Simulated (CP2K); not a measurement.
Two runs for the C K edge of carboxyoxirane. Run A: CP2K XAS_TDP, all-electron GAPW, PBEh(45%), aug-cc-pVDZ, TDA, no relativity. Run B differs in one setting.

First lines with a strength over 0.0015. A:

| atom | energy (eV) | states | strength, one atom |
| --- | --- | --- | --- |
| C2 (bonded to C and 2 O) | 283.34 | 1 | 0.0739 |
|  | 288.17 | 1 | 0.0043 |
|  | 289.55 | 1 | 0.0016 |
|  | 289.63 | 1 | 0.0031 |
|  | 289.90 | 1 | 0.0132 |
| C4 (bonded to 2 C, O and H) | 283.89 | 1 | 0.0218 |
|  | 286.05 | 1 | 0.0212 |
|  | 286.41 | 1 | 0.0202 |
|  | 286.83 | 1 | 0.0118 |
|  | 287.13 | 1 | 0.0110 |
| C5 (bonded to C, O and 2 H) | 284.60 | 1 | 0.0489 |
|  | 285.11 | 1 | 0.0076 |
|  | 285.76 | 1 | 0.0056 |
|  | 286.30 | 1 | 0.0202 |
|  | 287.43 | 1 | 0.0114 |

B:

| atom | energy (eV) | states | strength, one atom |
| --- | --- | --- | --- |
| C2 (bonded to C and 2 O) | 290.18 | 1 | 0.0722 |
|  | 295.01 | 1 | 0.0042 |
|  | 296.39 | 1 | 0.0016 |
|  | 296.46 | 1 | 0.0031 |
|  | 296.74 | 1 | 0.0129 |
| C4 (bonded to 2 C, O and H) | 290.03 | 1 | 0.0214 |
|  | 292.19 | 1 | 0.0208 |
|  | 292.55 | 1 | 0.0198 |
|  | 292.97 | 1 | 0.0115 |
|  | 293.26 | 1 | 0.0107 |
| C5 (bonded to C, O and 2 H) | 290.99 | 1 | 0.0478 |
|  | 291.50 | 1 | 0.0074 |
|  | 292.16 | 1 | 0.0055 |
|  | 292.69 | 1 | 0.0197 |
|  | 293.82 | 1 | 0.0112 |

Which was it: the basis, GW2X switched on, the functional, scalar relativity switched on?

GW2X switched on. GW2X shifts an atom's lines together and keeps their spacings. Against PBEh(45%) in aug-cc-pVDZ, the leading lines move by +6.84 eV (C2, to 290.18), +6.14 eV (C4, to 290.03) and +6.39 eV (C5, to 290.99).

[Hosts, paths, dates, database ids (printed as entryN), source tags and the programs' standing remarks are cut or masked in the printed files.]
